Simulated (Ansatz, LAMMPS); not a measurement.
# Structural relaxation of amorphous HfO2 at 8.62 g/cm^3 (84 atoms), part 3 of 3

Wanted: the relaxed structure of amorphous HfO2 at 8.62 g/cm^3 (84 atoms) and its electronic structure.

Ansatz 0.2.0; Kohn-Sham DFT, PBE, PAW (set soft_2), plane waves.

The cell: 28 Hf and 56 O. The quench rate of 50 K/ps is orders of magnitude faster than experiment. The starting topology of bonds comes from the classical model. Only the Γ point is sampled in the main run, in a cell whose shortest periodic width is 10 Å. The levels lack spin–orbit coupling.

So far. Step 4 (Relaxation): The relaxation changed the energy by -27.7 meV/atom, and atoms moved by 0.16 Å r.m.s., 0.43 Å at most.

### 6. Single point at the relaxed geometry (continued)

The surroundings of Hf13, which has 7 bonded neighbours where the commonest count for Hf is 6, nearest first, numbered as they follow in the input and with coordinates relative to it.

```tsv
atom	x	y	z	distance (Å)	bonds	Löwdin charge (e)
Hf13	0.00	0.00	0.00	0.00	7	1.46
O78	0.94	1.45	-1.15	2.07	3	-0.64
O50	-0.74	-1.96	-0.22	2.10	3	-0.65
O49	-1.59	1.29	-0.50	2.11	3	-0.68
O53	1.46	0.78	1.33	2.12	3	-0.70
O35	-1.13	-0.52	1.75	2.15	3	-0.65
O58	1.89	-0.96	-0.66	2.22	3	-0.68
O79	-0.37	-0.67	-2.60	2.71	3	-0.67
Hf12	2.89	0.86	-0.74	3.11	6	1.46
Hf18	-1.18	-2.61	1.71	3.33	6	1.44
Hf17	-0.48	2.77	-1.87	3.38	7	1.45
Hf1	-1.15	-2.45	-2.18	3.47	6	1.45
Hf2	-3.60	1.09	-0.30	3.78	6	1.48
```

The column of bonds counts only the pairs O-Hf within 2.88 Å; other neighbours, such as metal atoms beside each other in a compound, aren't counted, and periodic images can show an atom twice.

### 7. K-mesh 2×2×2

Large cells are often run on few k-points; this run checks whether the reference had enough.

Input file input.yaml:

```yaml
crystal:
  lattice:
    - [10.4337, 0.0, 0.0]
    - [0.0, 10.4337, 0.0]
    - [0.0, 0.0, 10.4337]
  atoms:
    [... the 84 atom lines of step 6 ...]
kpoints:
  mp_grid: { grid: [2, 2, 2] }
hamiltonian:
  xc: pbe
scf:
  occupations: { method: fermi_dirac, width: 0.025 }
output:
  forces: true
  stress: true
  populations: true
  dos:
    method: { smearing: { sigma: 0.08 } }
    de: 0.05
    projected: { site_lists: { Hf: [Hf], O: [O] } }
  eigenvalues: true
```

Command:

```sh
ansatz run input.yaml --threads 4 --pin off --max-ram 8192MiB --backend cpu --events-out ev --progress --plain --runs-dir out
```

Numbers of over 12 decimals in the logs are rounded to 6 here.

Output:

```text
[...]
Crystal: 84 atoms, lattice volume = 1135.834 Å³
Basis set: ecut = 420 eV, 22119 PW (Γ), exchange–correlation on 144×144×144 points (8 copies of the dense FFT grid, shifted against one another)
Bands: 639, of which v1, the nominal top of the filled ones, is band 532 counted from 1 (531 counted from 0)
Symmetry: 1 space group operations
[...]
k-points: 8
[...]
SCF iter   1: F=—  HF=-472112.226230 eV  |F-HF|=—  |Δ(HF+E_count)|=         —  Δρ=3.92e-3  dr2=1.65e-1  ethr=1.77e-3  ⟨swp⟩=4.4  Hψ=15376  notcnv=0  defer=338
[...]
SCF iter  10: F=—  HF=-472112.218112 eV  |F-HF|=—  |Δ(HF+E_count)|=   3.81e-7  Δρ=4.52e-6  dr2=2.31e-7  ethr=9.40e-12  ⟨swp⟩=11.2  Hψ=23584  notcnv=0
SCF iter  11: F=-472112.218112 eV  HF=-472112.218112 eV  |F-HF|=9.90e-10  |Δ(HF+E_count)|=   6.00e-9  Δρ=1.66e-6  dr2=3.46e-8  ethr=9.40e-12  ⟨swp⟩=3.0  Hψ=18555  notcnv=0
SCF 1 converged in 11 iterations: F = -472112.218112 eV  dr2 = 3.46e-8
[...]
SCF converged after 11 iterations
Free energy (F): -472112.218112 eV
[...]
Internal energy: -472112.218112 eV  (E = F + TS)
E sigma→0 (E₀):  -472112.218112 eV
Fermi energy:    13.239250 eV
[...]
Σ components = -472112.218112   (vs F -472112.218112, Δ=0.00e0)
--- Forces (eV/Å), atoms counted from 1 ---
  atom   1  Hf    -0.02072598     0.02392814    -0.01776766
  atom   2  Hf    -0.03216313    -0.06250150    -0.01462825
  atom   3  Hf     0.02686524    -0.02861190    -0.00705388
  atom   4  Hf    -0.01591482    -0.02140448     0.00598686
[...]
atom  84  O     -0.00381780    -0.01814102     0.00737561
  max |Σ_I F_I| component: 6.97e-5 eV/Å
--- Stress (GPa, compression-positive) ---
       -5.939573      -0.473755       1.313066
       -0.473755      -2.499349       1.359152
        1.313066       1.359152      -1.681781
  P = ⅓ Tr σ = -3.3736 GPa (-33.736 kbar)
--- Band table (eV; the first three rows and the last of 8) ---
[...]
--- Löwdin populations: 84 sites ---
  site symbol       q [e]
     0     Hf     24.5521
     1     Hf     24.5181
     2     Hf     24.5821
[...]
83      O      6.6692
  spilling = 0.002666 (of n_electrons = 1064.000000)
```

The job ended after 8.4 min (4 threads of Arm Neoverse V1, shared host; peak memory 5.8 GiB; 29 min of CPU time).

The program notes that it cut back its work space to fit the memory limit.

Geometry and reference: those of the single point at the relaxed geometry.

Forces differ from those of the single point at the relaxed geometry by 18 meV/Å r.m.s.; the energy by -1.7 meV/atom. It took 8.4 min and 11 cycles; the reference's time can't be set against it, since the two runs asked for unlike analyses.

### 8. Functional HSE06

HSE06 mixes in a quarter of exact exchange at short range, which counters self-interaction, at a higher cost.

This step: Kohn-Sham DFT, HSE06, PAW (set soft_2), plane waves (Ansatz 0.2.0).

input.yaml: that of step 7 with these lines changed.

```diff
@@ -8,5 +8,5 @@
 kpoints:
-  mp_grid: { grid: [2, 2, 2] }
+  mp_grid: { grid: [1, 1, 1] }
 hamiltonian:
-  xc: pbe
+  xc: hse06
 scf:
```

Output:

```text
Warning: output.stress: scf.convergence.dr2_threshold = 1e-7 eV (the SCF's general default) is looser than the 1.6e-9 eV advised for a printed stress (1e-10 eV for each atom of the cell: 84, of which 16 are counted). What an SCF threshold leaves in a stress goes as its square root, and in the free energy as the threshold itself, and one threshold admits the most on a small cell: [...]
Warning: output.stress: scf.exx.energy_threshold = 1e-6 eV is looser than the 1.6e-7 eV advised for a stress under a hybrid functional (1e-8 eV for each atom of the cell: 84, of which 16 are counted). Every SCF of the exchange loop can meet its threshold on dr2 while the loop round them stops early: [...]
exact exchange: scf.exx.singularity resolves to wigner_seitz, which cuts the screened interaction at the faces of the exchange supercell's Wigner-Seitz cell, so that each pair interacts once, at the shortest of its separations (the periodic images that this leaves out come, [...]
[...]
Crystal: 84 atoms, lattice volume = 1135.834 Å³
Basis set: ecut = 420 eV, 22119 PW (Γ), exchange–correlation on 144×144×144 points (8 copies of the dense FFT grid, shifted against one another)
Bands: 639, of which v1, the nominal top of the filled ones, is band 532 counted from 1 (531 counted from 0)
Symmetry: 1 space group operations
[...]
k-points: 1
[...]
SCF iter   1: F=—  HF=-472112.172001 eV  |F-HF|=—  |Δ(HF+E_count)|=         —  Δρ=3.92e-3  dr2=1.60e-1  ethr=1.77e-3  ⟨swp⟩=7.0  Hψ=2566  notcnv=0
[...]
SCF iter   4: F=—  HF=-472112.187415 eV  |F-HF|=—  |Δ(HF+E_count)|=   3.55e-3  Δρ=5.64e-4  dr2=2.30e-3  ethr=9.24e-7  ⟨swp⟩=4.0  Hψ=1404  notcnv=0  defer=6
SCF iter   5: F=-472112.188167 eV  HF=-472112.188137 eV  |F-HF|=2.94e-5  |Δ(HF+E_count)|=   7.22e-4  Δρ=1.63e-4  dr2=2.03e-4  ethr=2.16e-7  ⟨swp⟩=4.0  Hψ=1395  notcnv=0  defer=6
SCF 1 stopped early in 5 iterations: F = -472112.188167 eV  dr2 = 2.03e-4
[...]
Exchange kernel: α = 0.2500, screened, ω = 0.2079 Å⁻¹, Wigner–Seitz truncation, v(0) = 925.6852 eV·Å³, q-mesh 1×1×1, nearest image of the exchange supercell L = 10.43 Å, pair-density grid 54×54×54, without the augmentation charges, whose exchange is taken in its separable form (sized by the pseudopotential files, [...]
Frozen-core exchange: fock
SCF iter   1: F=—  HF=-472115.276314 eV  |F-HF|=—  |Δ(HF+E_count)|=         —  Δρ=1.09e-2  dr2=1.71e0  ethr=1.91e-7  ⟨swp⟩=7.0  Hψ=3475  notcnv=0
[...]
SCF iter   7: F=—  HF=-472114.080897 eV  |F-HF|=—  |Δ(HF+E_count)|=   6.40e-3  Δρ=2.65e-4  dr2=7.55e-4  ethr=3.34e-8  ⟨swp⟩=5.0  Hψ=2073  notcnv=0
SCF iter   8: F=-472114.080612 eV  HF=-472114.080691 eV  |F-HF|=7.85e-5  |Δ(HF+E_count)|=   2.06e-4  Δρ=8.12e-5  dr2=8.91e-5  ethr=3.34e-8  ⟨swp⟩=4.0  Hψ=1695  notcnv=0
SCF 2 stopped early in 8 iterations: F = -472114.080612 eV  dr2 = 8.91e-5
  Residual-converged pass: ⟨swp⟩=4.0  Hψ=1872  notcnv=0  max |occ|·‖R‖ = 5.7e-6 eV (tolerance 6.7e-6 eV)  dr2=9.15e-5  dr2_onsite=1.10e-5  max |Δocc| = 0.0e0
[...]
hybrid outer 1: dexx = +5.500e-1 eV, tail = 1.41e-2 eV
[...]
Frozen-core exchange: fock
SCF iter   1: F=—  HF=-472114.052856 eV  |F-HF|=—  |Δ(HF+E_count)|=         —  Δρ=1.24e-4  dr2=1.09e-4  ethr=6.61e-6  ⟨swp⟩=5.0  Hψ=1305  notcnv=0
[...]
SCF iter   6: F=—  HF=-472114.052986 eV  |F-HF|=—  |Δ(HF+E_count)|=   1.02e-7  Δρ=1.04e-6  dr2=1.83e-8  ethr=3.34e-11  ⟨swp⟩=4.0  Hψ=1368  notcnv=0
SCF iter   7: F=-472114.052986 eV  HF=-472114.052986 eV  |F-HF|=2.33e-10  |Δ(HF+E_count)|=  1.16e-10  Δρ=4.44e-7  dr2=1.25e-8  ethr=1.39e-11 (applied; sched 1.00e-12)  ⟨swp⟩=2.0  Hψ=1171  notcnv=0
SCF 3 converged in 7 iterations: F = -472114.052986 eV  dr2 = 1.25e-8
[...]
hybrid outer 2: dexx = +6.841e-5 eV, tail = 1.68e-6 eV, Δε = 1.13e-2 eV (about 3.02e-4 eV left of the loop's levels), ΔF = 1.26e-2 eV/Å (tail 2.66e-3)
[...]
Frozen-core exchange: fock
SCF iter   1: F=—  HF=-472114.052978 eV  |F-HF|=—  |Δ(HF+E_count)|=         —  Δρ=3.73e-6  dr2=1.35e-7  ethr=7.90e-10  ⟨swp⟩=19.0  Hψ=1841  notcnv=0
[...]
SCF iter   2: F=-472114.052978 eV  HF=-472114.052978 eV  |F-HF|=2.91e-9  |Δ(HF+E_count)|=   3.70e-8  Δρ=9.02e-7  dr2=7.90e-9  ethr=2.10e-11 (applied; sched 1.19e-11)  ⟨swp⟩=4.0  Hψ=1772  notcnv=0
SCF 4 converged in 2 iterations: F = -472114.052978 eV  dr2 = 7.90e-9
[...]
hybrid SCF converged: 3 outer / 17 inner (+5 warm-up), last move |dexx| = 3.18e-8 eV, tail = 2.00e-8 eV
Stability not checked: this state was not tested for a lower state beside it, because the functional holds exact exchange (a hybrid, or Hartree-Fock), whose exchange loop this test does not read (fock_operator; see scf.lower_state_search)
Free energy (F): -472114.052978 eV
Frozen-core exchange: fock
[...]
Internal energy: -472114.052978 eV  (E = F + TS)
E sigma→0 (E₀):  -472114.052978 eV
Fermi energy:    12.945439 eV
[...]
Σ components = -472114.052978   (vs F -472114.052978, Δ=0.00e0)
--- Forces (eV/Å), atoms counted from 1 ---
  atom   1  Hf     0.05898200     0.00242366     0.01298843
  atom   2  Hf     0.03079351    -0.06694342     0.02460112
  atom   3  Hf     0.01813733    -0.02348051     0.06300175
  atom   4  Hf    -0.07016130    -0.24139381     0.10212919
[...]
atom  84  O      0.09315365     0.05418519     0.03732293
  max |Σ_I F_I| component: 2.52e-4 eV/Å
--- Stress (GPa, compression-positive) ---
      -10.599763      -0.574339       1.389148
       -0.574339      -6.986620       1.532386
        1.389148       1.532385      -6.254883
  P = ⅓ Tr σ = -7.9471 GPa (-79.471 kbar)
--- Band table (eV) ---
[...]
--- Löwdin populations: 84 sites ---
  site symbol       q [e]
     0     Hf     24.4080
     1     Hf     24.3698
     2     Hf     24.4405
[...]
83      O      6.7360
  spilling = 0.002992 (of n_electrons = 1064.000000)
```

Wall time 13 min (4 threads); peak memory 5.2 GiB.

The program notes that the exchange threshold is loose for the stress and the SCF threshold is loose for the stress.

Geometry and reference: those of the single point at the relaxed geometry.

Forces differ from those of the single point at the relaxed geometry by 98 meV/Å r.m.s.; the pressure by -4.6 GPa and the gap by +1.5 eV. It took 13 min and 22 cycles; the reference's time can't be set against it, since the two runs asked for unlike analyses.

Read from the output:

```yaml
free_energy: -472114.0530 eV
free_energy_per_atom: -5620.4054 eV/atom
scf_cycles: 22
pressure: -7.947 GPa
r_m_s_force_component: 0.0984 eV/Å
longest_force: 0.3507 eV/Å
fermi_energy: 12.95 eV
spacing_of_highest_filled_and_lowest_empty_level: 5.234 eV
spilling_of_the_projection: 0.002992
```

Length of the force by element and coordination:

```tsv
element	coordination	atoms	mean length of the force (eV/Å)	spread	least	most
Hf	all	28	0.157	0.0722	0.0513	0.351
Hf	4	1	0.266	0	0.266	0.266
Hf	5	2	0.161	0.0645	0.0964	0.225
Hf	6	19	0.152	0.0754	0.0513	0.351
Hf	7	6	0.152	0.0537	0.0696	0.231
O	all	56	0.154	0.0703	0.0348	0.337
O	2	4	0.178	0.0759	0.0831	0.289
O	3	46	0.158	0.0654	0.0401	0.337
O	4	6	0.111	0.085	0.0348	0.257
```

Löwdin charges by element and coordination (they lack the spilled electrons, 0.038 e an atom on average):

```tsv
element	coordination	atoms	mean charge (e)	spread	least	most
Hf	all	28	1.60	0.0277	1.54	1.66
Hf	4	1	1.61	0	1.61	1.61
Hf	5	2	1.60	0.0306	1.57	1.63
Hf	6	19	1.60	0.0294	1.54	1.66
Hf	7	6	1.60	0.0228	1.56	1.64
O	all	56	-0.744	0.0255	-0.807	-0.668
O	2	4	-0.716	0.03	-0.750	-0.668
O	3	46	-0.743	0.0213	-0.790	-0.689
O	4	6	-0.772	0.0261	-0.807	-0.738
```

Density of states as counts of states in windows of 1 eV (from the Fermi level), total and the larger projections:

```tsv
from (eV)	to (eV)	total	O p	Hf d	Hf f
-18	-17	0.0	0.0	0.0	0.0
-17	-16	127.3	0.2	0.1	126.8
-16	-15	264.7	0.5	0.2	263.2
-15	-9	0.0	0.0	0.0	0.0
-9	-8	0.4	0.3	0.1	0.0
-8	-7	44.6	31.8	9.4	0.1
-7	-6	73.7	54.8	15.6	0.1
-6	-5	68.0	55.1	9.8	0.2
-5	-4	72.5	63.7	6.1	0.2
-4	-3	69.0	64.0	3.2	0.2
-3	-2	7.9	7.5	0.3	0.0
-2	2	0.0	0.0	0.0	0.0
2	3	5.9	0.5	4.1	0.0
3	4	47.1	4.3	38.5	0.0
4	5	60.1	6.7	47.6	0.0
```

Between -26 and -18 eV lie 112 more states.

About 224 of the 1064 electrons lie in deeper levels, below the stored range.

The levels nearest the highest filled one (over half full), pooled over k-points and spins:

```tsv
level less the highest filled one (eV)	occupation
-0.475	2
-0.418	2
-0.397	2
-0.307	2
-0.166	2
0	2
5.23	0
5.49	0
5.56	0
5.64	0
5.74	0
5.80	0
```

### 9. Functional r2SCAN (500 eV)

The meta-GGA r2SCAN uses the kinetic energy density as well as the density and its gradient. Besides, the cutoff goes from 420 to 500 eV.

This step: Kohn-Sham DFT, r2SCAN, PAW (set soft_2), plane waves (Ansatz 0.2.0).

input.yaml: that of step 8 with these lines changed.

```diff
@@ -10,3 +10,3 @@
 hamiltonian:
-  xc: hse06
+  xc: r2scan
 scf:
```

Output:

```text
[...]
Crystal: 84 atoms, lattice volume = 1135.834 Å³
Basis set: ecut = 500 eV, 28671 PW (Γ), exchange–correlation on 320×320×320 points (64 copies of the dense FFT grid, shifted against one another)
Bands: 639, of which v1, the nominal top of the filled ones, is band 532 counted from 1 (531 counted from 0)
Symmetry: 1 space group operations
[...]
k-points: 1
[...]
SCF iter   1: F=—  HF=-472520.611974 eV  |F-HF|=—  |Δ(HF+E_count)|=         —  Δρ=1.13e-2  dr2=1.40e0  dr2_τ=5.48e0  ethr=1.77e-3  ⟨swp⟩=5.0  Hψ=1946  notcnv=0  defer=56
[...]
SCF iter  10: F=—  HF=-472521.466165 eV  |F-HF|=—  |Δ(HF+E_count)|=   4.19e-7  Δρ=2.71e-6  dr2=1.08e-7  dr2_τ=1.02e-8  ethr=9.52e-11  ⟨swp⟩=2.0  Hψ=1066  notcnv=0  defer=103
SCF iter  11: F=-472521.466165 eV  HF=-472521.466165 eV  |F-HF|=9.08e-9  |Δ(HF+E_count)|=   7.37e-8  Δρ=1.44e-6  dr2=2.86e-8  dr2_τ=2.48e-9  ethr=9.40e-12  ⟨swp⟩=11.0  Hψ=2793  notcnv=0
SCF 1 converged in 11 iterations: F = -472521.466165 eV  dr2 = 2.86e-8
[...]
SCF converged after 11 iterations
Free energy (F): -472521.466165 eV
[...]
Internal energy: -472521.466165 eV  (E = F + TS)
E sigma→0 (E₀):  -472521.466165 eV
Fermi energy:    13.092247 eV
[...]
Σ components = -472521.466165   (vs F -472521.466165, Δ=0.00e0)
--- Forces (eV/Å), atoms counted from 1 ---
  atom   1  Hf     0.03941312    -0.00211013     0.01685792
  atom   2  Hf     0.02976632    -0.02853812     0.03193643
  atom   3  Hf     0.00233995    -0.00097735     0.01531355
  atom   4  Hf    -0.06311036    -0.14449085     0.06177626
[...]
atom  84  O      0.04429372     0.04365049     0.02589444
  max |Σ_I F_I| component: 1.05e-4 eV/Å
--- Stress (GPa, compression-positive) ---
      -10.789156      -0.534351       1.362822
       -0.534350      -7.150403       1.460346
        1.362823       1.460346      -6.419334
  P = ⅓ Tr σ = -8.1196 GPa (-81.196 kbar)
--- Band table (eV) ---
[...]
--- Löwdin populations: 84 sites ---
  site symbol       q [e]
     0     Hf     24.4642
     1     Hf     24.4292
     2     Hf     24.4929
[...]
83      O      6.7110
  spilling = 0.002796 (of n_electrons = 1064.000000)
```

The job ended after 81 s (4 threads; peak memory 3.8 GiB; 5.3 min of CPU time).

Geometry and reference: those of the single point at the relaxed geometry.

Forces differ from those of the single point at the relaxed geometry by 64 meV/Å r.m.s.; the pressure by -4.7 GPa and the gap by +0.46 eV. It took 81 s and 11 cycles; the reference's time can't be set against it, since the two runs asked for unlike analyses.

### 10. Functional PBEsol

PBEsol restores the gradient expansion of exchange for slowly varying densities and usually gives shorter bonds in solids than PBE.

This step: Kohn-Sham DFT, PBEsol, PAW (set soft_2), plane waves (Ansatz 0.2.0).

input.yaml: that of step 9 with these lines changed.

```diff
@@ -10,3 +10,3 @@
 hamiltonian:
-  xc: r2scan
+  xc: pbesol
 scf:
```

Output:

```text
[...]
Crystal: 84 atoms, lattice volume = 1135.834 Å³
Basis set: ecut = 420 eV, 22119 PW (Γ), exchange–correlation on 144×144×144 points (8 copies of the dense FFT grid, shifted against one another)
Bands: 639, of which v1, the nominal top of the filled ones, is band 532 counted from 1 (531 counted from 0)
Symmetry: 1 space group operations
[...]
k-points: 1
[...]
SCF iter   1: F=—  HF=-468289.707861 eV  |F-HF|=—  |Δ(HF+E_count)|=         —  Δρ=1.57e-2  dr2=2.36e0  ethr=1.77e-3  ⟨swp⟩=4.0  Hψ=1905  notcnv=0  defer=47
[...]
SCF iter  11: F=—  HF=-468289.155877 eV  |F-HF|=—  |Δ(HF+E_count)|=   4.17e-7  Δρ=2.77e-6  dr2=1.05e-7  ethr=9.40e-12  ⟨swp⟩=11.0  Hψ=2923  notcnv=0
SCF iter  12: F=-468289.155877 eV  HF=-468289.155877 eV  |F-HF|=2.50e-9  |Δ(HF+E_count)|=   9.31e-8  Δρ=1.66e-6  dr2=3.29e-8  ethr=9.40e-12  ⟨swp⟩=5.0  Hψ=2171  notcnv=0
SCF 1 converged in 12 iterations: F = -468289.155877 eV  dr2 = 3.29e-8
[...]
SCF converged after 12 iterations
Free energy (F): -468289.155877 eV
[...]
Internal energy: -468289.155877 eV  (E = F + TS)
E sigma→0 (E₀):  -468289.155877 eV
Fermi energy:    13.020484 eV
[...]
Σ components = -468289.155877   (vs F -468289.155877, Δ=0.00e0)
--- Forces (eV/Å), atoms counted from 1 ---
  atom   1  Hf     0.06898497    -0.02335624     0.00198842
  atom   2  Hf    -0.02534436    -0.06768354     0.02685371
  atom   3  Hf    -0.05721317    -0.02741167     0.04870488
  atom   4  Hf    -0.10832099    -0.12120265     0.10092987
[...]
atom  84  O      0.05636377     0.04141425    -0.00165147
  max |Σ_I F_I| component: 9.53e-5 eV/Å
--- Stress (GPa, compression-positive) ---
      -11.696839      -0.559422       1.290379
       -0.559422      -8.194116       1.384152
        1.290379       1.384152      -7.532263
  P = ⅓ Tr σ = -9.1411 GPa (-91.411 kbar)
--- Band table (eV) ---
[...]
--- Löwdin populations: 84 sites ---
  site symbol       q [e]
     0     Hf     24.5918
     1     Hf     24.5556
     2     Hf     24.6212
[...]
83      O      6.6468
  spilling = 0.002762 (of n_electrons = 1064.000000)
```

Wall time 46 s (4 threads); peak memory 1.9 GiB; 3 min of CPU time.

Geometry and reference: those of the single point at the relaxed geometry.

Forces differ from those of the single point at the relaxed geometry by 69 meV/Å r.m.s.; the pressure by -5.8 GPa and the gap by -0.10 eV.

### 11. The ladder side by side

Differences are against the single point at the relaxed geometry (Kohn-Sham DFT, PBE, PAW (set soft_2), plane waves), whose r.m.s. force component is 0.00414 eV/Å. Energies are set beside the reference only for runs with its functional, potentials and electron count. Times are for 4 threads of Arm Neoverse V1, shared host. The reference's time includes grids, which some other runs skip.

```tsv
run	Δ force, r.m.s. (meV/Å)	Δ energy (meV/atom)	Δ pressure (GPa)	Δ gap (eV)	cycles	time	host memory (GiB)
reference	-	-	-	-	11	52 s	1.9
k-mesh 2×2×2	18.2	-1.74	0.0055	-0.0015	11	8.4 min	5.8
functional HSE06	98.2	-	-4.57	1.51	22	13 min	5.2
functional r2SCAN (500 eV)	64.1	-	-4.74	0.465	11	81 s	3.8
functional PBEsol	68.8	-	-5.76	-0.103	12	46 s	1.9
```

### 12. What came out

```
energy change in the relaxation                  : -27.68 meV/atom
r.m.s. displacement                              : 0.161 Å
largest displacement                             : 0.432 Å
free energy per atom                             : -5620.3818 eV/atom
pressure                                         : -3.379 GPa
r.m.s. force component                           : 0.00414 eV/Å
gap (highest filled to lowest empty level) : 3.719 eV
wall time of the 7 DFT runs                      : 28 min
```

What this shows: Relaxation lowers the energy by 27.7 meV/atom and moves atoms by 0.16 Å r.m.s.; the r.m.s. force component goes from 0.50 to 0.0041 eV/Å. By the final cutoffs 3 of 172 bonded pairs parted and 1 joined. First to last step the energy falls by 2.325 eV; the largest move, 0.43 Å, is that of O64. The O-Hf bonds go from 2.160 Å (spread 0.128) to 2.147 Å (spread 0.138), and their number from 172 to 170. With the cutoffs above, 68 % of Hf atoms have 6 and 82 % of O atoms have 3 bonded neighbours. The highest filled and lowest empty levels differ by 3.72 eV (at Γ alone); a semilocal functional tends to put such gaps too low. In a disordered cell it changes from sample to sample, and tail or defect levels can set it.

Among the changes of functional, dispersion, potentials or spin, functional HSE06 moves the forces most, by 98 meV/Å r.m.s. The gap changes by +1.51 eV with HSE06.

What to keep in mind: The network of bonds at the start is that of the classical potential that made the cell; in DFT 3 of its 172 bonded pairs passed out of the cutoffs and 1 came within them. The stress is far from hydrostatic: its diagonal is -5.9, -2.5, -1.7 GPa, compression counted positive. The pressure of -3.4 GPa says that the cell would shrink at this level of theory.

[Logs are printed without paths, hosts, clocks, repeated set-up lines and the standing remarks that a program may print on its own settings, such as how far it seeks lower states.]

[Hosts, paths, dates, database ids (printed as entryN), source tags and the programs' standing remarks are cut or masked in the printed files.]
